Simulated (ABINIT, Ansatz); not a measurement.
## KCaF3 (Pm-3m): one start, several treatments of the self-energy

Aim: compare treatments of exchange, screening and correlation for the gap of KCaF3 (Pm-3m).

Calculated with ABINIT 10.8.3; PBEsol and many-body steps on it, plane waves.

This is a report of a sequence of runs, with most program output left out.

## (1) The starting structure

Symmetry: Pm-3m, No. 221, cubic system. Conventional cell: a = 4.482 Å, b = 4.482 Å, c = 4.482 Å, α = 90.00°, β = 90.00°, γ = 90.00°. Nearest to K lie 12 F at 3.17 Å. Nearest to Ca lie 6 F at 2.24 Å. Nearest to F lie 2 Ca at 2.24 Å and 4 K at 3.17 Å. Farther neighbours and most contacts between anions are not listed.

As a file:

```cif
data_structure
_symmetry_space_group_name_H-M 'Pm-3m'
_symmetry_Int_Tables_number 221
_cell_length_a 4.4817
_cell_length_b 4.4817
_cell_length_c 4.4817
_cell_angle_alpha 90.000
_cell_angle_beta 90.000
_cell_angle_gamma 90.000
_cell_volume 90.02
loop_
_atom_site_label
_atom_site_type_symbol
_atom_site_symmetry_multiplicity
_atom_site_Wyckoff_symbol
_atom_site_fract_x
_atom_site_fract_y
_atom_site_fract_z
_atom_site_occupancy
K1 K 1 b 0.50000 0.50000 0.50000 1
Ca1 Ca 1 a 0.00000 0.00000 0.00000 1
F1 F 3 d 0.00000 0.50000 0.00000 1
```

The cell and positions are those that the Materials Project relaxed with its own functionals (PBE, PBE+U or r2SCAN), kept fixed.

## (2) Empty states on the mesh, 2×2×2 mesh, 182 bands

This step: ABINIT 10.8.3; DFT, PBEsol, plane waves, norm-conserving pseudopotentials.

The sums over transitions need many empty states on a uniform mesh; this step solves for them.

The input, run.abi:

```
acell 3*1.0 Angstrom
rprim 
  4.481726000000 0.000000000000 0.000000000000
  0.000000000000 4.481726000000 0.000000000000
  0.000000000000 0.000000000000 4.481726000000
ntypat 3
znucl 19 20 9
natom 5
typat 1 2 3 3 3
xred 
  0.500000000000 0.500000000000 0.500000000000
  0.000000000000 0.000000000000 0.000000000000
  0.000000000000 0.500000000000 0.000000000000
  0.000000000000 0.000000000000 0.500000000000
  0.500000000000 0.000000000000 0.000000000000
pp_dirpath "pseudos"
pseudos "K.upf, Ca.upf, F.upf"
ecut 36
ngkpt 2 2 2
nshiftk 1
shiftk 0 0 0
kptopt 1
chksymbreak 0
iscf -2
irdden 1
istwfk *1
nband 182
nbdbuf 16
tolwfr 1e-09
nstep 60
prtvol 0
indata_prefix "in"
outdata_prefix "out"
tmpdata_prefix "tmp"
```

On the command line:

```
$ OMP_NUM_THREADS=1 mpirun -n 4 abinit run.abi > log
```

Run time: 45 s. Hardware: 4 MPI ranks of Arm Neoverse V2, shared host; peak memory 0.4 GiB; 3 min of CPU time.

Numbers from this step:

- gap: 6.057 eV
- k of the valence top: 0.5, 0.5, 0.5
- k of the conduction bottom: 0, 0, 0
- least direct gap: 6.237 eV
- k points computed: 4
- lowest point of the top converged band, above the valence top: 75.9048 eV

On this mesh the gap is 6.057 eV.

The density comes from a self-consistent run that is not shown.

## (3) Screening, 2×2×2 mesh, 79 bands, screening to 114.3 eV

The RPA dielectric matrix is built and inverted for each q.

This step: RPA screening on PBEsol, plane waves, norm-conserving pseudopotentials.

Changes to run.abi since step 2:

```diff
@@ -23,10 +23,11 @@
 chksymbreak 0
-iscf -2
-irdden 1
 istwfk *1
-nband 182
-nbdbuf 16
-tolwfr 1e-09
-nstep 60
-prtvol 0
+occopt 1
+irdwfk 1
+optdriver 3
+nband 79
+ecuteps 4.2
+inclvkb 2
+awtr 1
+symchi 1
 indata_prefix "in"
```

It took 11 s on 4 MPI ranks; peak memory 0.83 GiB; 42 s of CPU time.

Numbers from this step:

* ε∞ with local fields, on this mesh, along the program's q direction: 2.001
* the same without local fields: 2.159
* plasma frequency: 24.75 eV
* plane waves in the screening matrix: 251

Local fields lower ε∞ by 7 %. On a Γ-centred mesh this coarse the value itself is usually too large, while a short band sum pulls it down.

## (4) G0W0, Godby-Needs plasmon pole

The self-energy is evaluated for the states that the input lists, and the levels follow from it, in one-shot runs by the linearised quasiparticle equation.

This step: G0W0 on PBEsol, plane waves, norm-conserving pseudopotentials.

Changes to run.abi since step 3:

```diff
@@ -26,8 +26,17 @@
 irdwfk 1
-optdriver 3
+optdriver 4
 nband 79
+gwcalctyp 0
+ecutsigx 36
+symsigma 1
+nkptgw 2
+kptgw 
+  0.5000000000 0.5000000000 0.5000000000
+  0.0000000000 0.0000000000 0.0000000000
+bdgw 
+  18 23
+  18 24
 ecuteps 4.2
-inclvkb 2
-awtr 1
-symchi 1
+irdscr 1
+ppmodel 1
 indata_prefix "in"
```

Run time: 6.2 s. Hardware: 4 MPI ranks; peak memory 0.76 GiB.

Numbers from this step:

```yaml
g0w0_gap_on_the_points_computed: 9.529 eV
starting_gap_on_the_mesh: 6.057 eV
k_of_the_valence_top: 0.5, 0.5, 0.5
k_of_the_conduction_bottom: 0, 0, 0
z_at_the_valence_top: 0.806
z_at_the_conduction_bottom: 0.899
least_direct_g0w0_gap_on_the_computed_points: 9.739 eV
```

The gap on the mesh goes from 6.06 eV to 9.53 eV, a correction of +3.47 eV.

## (5) G0W0, Hybertsen-Louie plasmon pole

Changes to run.abi since step 4:

```diff
@@ -40,3 +40,3 @@
 irdscr 1
-ppmodel 1
+ppmodel 2
 indata_prefix "in"
```

Wall time 6.1 s (4 MPI ranks); peak memory 0.68 GiB; 24 s of CPU time.

Numbers from this step:

```
G0W0 gap on the points computed              : 10.23 eV
starting gap on the mesh                     : 6.057 eV
k of the valence top                         : 0.5, 0.5, 0.5
k of the conduction bottom                   : 0, 0, 0
Z at the valence top                         : 0.886
Z at the conduction bottom                   : 0.929
least direct G0W0 gap on the computed points : 10.43 eV
```

Against G0W0 in ABINIT (2×2×2 mesh, 79 bands, screening to 114.3 eV, Godby-Needs plasmon pole), the gap moves by +0.700 eV.

## (6) G0W0, Engel-Farid plasmon pole

Changes to run.abi since step 5:

```diff
@@ -40,3 +40,3 @@
 irdscr 1
-ppmodel 2
+ppmodel 4
 indata_prefix "in"
```

Wall time 4.7 s (4 MPI ranks); peak memory 0.68 GiB.

Numbers from this step:

```
G0W0 gap on the points computed              : 9.52 eV
starting gap on the mesh                     : 6.057 eV
k of the valence top                         : 0.5, 0.5, 0.5
k of the conduction bottom                   : 0, 0, 0
least direct G0W0 gap on the computed points : 9.732 eV
```

Against G0W0 in ABINIT (2×2×2 mesh, 79 bands, screening to 114.3 eV, Godby-Needs plasmon pole), the gap moves by −0.009 eV.

## (7) One-shot Hartree-Fock

This step: one-shot Hartree-Fock on PBEsol, plane waves, norm-conserving pseudopotentials.

Changes to run.abi since step 6:

```diff
@@ -27,4 +27,4 @@
 optdriver 4
-nband 79
-gwcalctyp 0
+nband 24
+gwcalctyp 5
 ecutsigx 36
@@ -38,5 +38,4 @@
   18 24
-ecuteps 4.2
-irdscr 1
-ppmodel 4
+ixc_sigma 40
+fftgw 31
 indata_prefix "in"
```

It took 3.3 s on 4 MPI ranks; peak memory 0.66 GiB.

Numbers from this step:

* quasiparticle gap on the points computed: 17.75 eV
* starting gap on the mesh: 6.057 eV
* k of the valence top: 0.5, 0.5, 0.5
* k of the conduction bottom: 0, 0, 0
* least direct quasiparticle gap on the computed points: 17.94 eV

Against G0W0 in ABINIT (2×2×2 mesh, 79 bands, screening to 114.3 eV, Godby-Needs plasmon pole), the gap moves by +8.218 eV.

## (8) Screening, 2×2×2 mesh, 79 bands, screening to 114.3 eV

This step: RPA screening on PBEsol, plane waves, norm-conserving pseudopotentials.

Changes to run.abi since step 7:

```diff
@@ -26,16 +26,14 @@
 irdwfk 1
-optdriver 4
-nband 24
-gwcalctyp 5
-ecutsigx 36
-symsigma 1
-nkptgw 2
-kptgw 
-  0.5000000000 0.5000000000 0.5000000000
-  0.0000000000 0.0000000000 0.0000000000
-bdgw 
-  18 23
-  18 24
-ixc_sigma 40
-fftgw 31
+optdriver 3
+nband 79
+ecuteps 4.2
+inclvkb 2
+awtr 1
+symchi 1
+gwcalctyp 2
+nfreqre 16
+freqremax 40 eV
+nfreqim 8
+spmeth 1
+nomegasf 120
 indata_prefix "in"
```

Wall time 14 s (4 MPI ranks); peak memory 1.1 GiB.

This step gave:

```yaml
eps_infinity_with_local_fields_on_this_mesh_along_the_program_s_q_direction: 2.010
the_same_without_local_fields: 2.169
plasma_frequency: 24.75 eV
plane_waves_in_the_screening_matrix: 251
```

## (9) G0W0, contour deformation

This step: G0W0 on PBEsol, plane waves, norm-conserving pseudopotentials.

Changes to run.abi since step 8:

```diff
@@ -26,14 +26,16 @@
 irdwfk 1
-optdriver 3
+optdriver 4
 nband 79
+gwcalctyp 2
+ecutsigx 36
+symsigma 1
+nkptgw 2
+kptgw 
+  0.5000000000 0.5000000000 0.5000000000
+  0.0000000000 0.0000000000 0.0000000000
+bdgw 
+  18 23
+  18 24
 ecuteps 4.2
-inclvkb 2
-awtr 1
-symchi 1
-gwcalctyp 2
-nfreqre 16
-freqremax 40 eV
-nfreqim 8
-spmeth 1
-nomegasf 120
+irdscr 1
 indata_prefix "in"
```

Wall time 5.7 s (4 MPI ranks); peak memory 0.74 GiB.

Numbers from this step:

```
G0W0 gap on the points computed              : 9.489 eV
starting gap on the mesh                     : 6.057 eV
k of the valence top                         : 0.5, 0.5, 0.5
k of the conduction bottom                   : 0, 0, 0
least direct G0W0 gap on the computed points : 9.699 eV
```

Against G0W0 in ABINIT (2×2×2 mesh, 79 bands, screening to 114.3 eV, Godby-Needs plasmon pole), the gap moves by −0.040 eV.

## (10) The runs together

Times are wall times on 4 MPI ranks of Arm Neoverse V2, shared host, good to a factor of about two. A run's time includes the screening step that it read.

```
                               run   mesh  bands  screening cutoff (eV)  DFT gap (eV)  gap on the mesh (eV)  direct (eV)  ε∞ used   time
    G0W0, Godby-Needs plasmon pole  2×2×2     79                  114.3         6.057                 9.529        9.739     2.00   17 s
G0W0, Hybertsen-Louie plasmon pole  2×2×2     79                  114.3         6.057                10.229       10.430     2.00   17 s
    G0W0, Engel-Farid plasmon pole  2×2×2     79                  114.3         6.057                 9.520        9.732     2.00   15 s
             one-shot Hartree-Fock  2×2×2      -                      -         6.057                17.747       17.940        -  3.3 s
         G0W0, contour deformation  2×2×2     79                  114.3         6.057                 9.489        9.699     2.01   19 s
```

## (11) Results

| Property | Result |
| --- | --- |
| G0W0, Godby-Needs plasmon pole | 9.529 eV |
| G0W0, Hybertsen-Louie plasmon pole | 10.229 eV |
| G0W0, Engel-Farid plasmon pole | 9.520 eV |
| one-shot Hartree-Fock | 17.747 eV |
| G0W0, contour deformation | 9.489 eV |
| known limits | not at the basis limit; coarse k mesh |

G0W0, Hybertsen-Louie plasmon pole: +0.700 eV against G0W0, Godby-Needs plasmon pole. G0W0, Engel-Farid plasmon pole: −0.009 eV against G0W0, Godby-Needs plasmon pole. One-shot Hartree-Fock: +8.218 eV against G0W0, Godby-Needs plasmon pole. G0W0, contour deformation: −0.040 eV against G0W0, Godby-Needs plasmon pole. Bare exchange alone opens the gap to 17.75 eV; against G0W0, correlation takes back 8.22 eV. Bands and cutoff are finite, so the gap is not at the basis limit. The miss can reach some tenths of an eV and take either sign; the mesh is an error of its own. In the G0W0 runs levels were corrected at 2 k points alone, so a gap called «on the mesh» is the least over those, and an edge elsewhere would be missed. The 2×2×2 mesh is coarse for this cell, which bears on the long-range parts of exchange and screening. This is the ideal cubic cell; many perovskites, halides above all, are cubic only on average, and local tilts or off-centring can widen the gap.

[Paths, hosts, dates, memory and timing lines, banners, echoed tables and standing remarks are left out of the program output.]

[Logs are printed without paths, hosts, clocks, repeated set-up lines and the standing remarks that a program may print on its own settings, such as how far it seeks lower states.]

[Runs of the session that timed out or met a known fault of the program may be left out.]

[Hosts, paths, dates, database ids (printed as entryN), source tags and the programs' standing remarks are cut or masked in the printed files.]

[G0W0 gaps are taken among the corrected bands and points alone; a level outside them can change the order at an edge.]

[Where Ansatz stands beside ABINIT at settings called matched, ABINIT's density can come from a denser mesh and the files from another edition; pairs whose starting gaps differed by over 0.03 eV were left out, so agreement reads better than it is.]
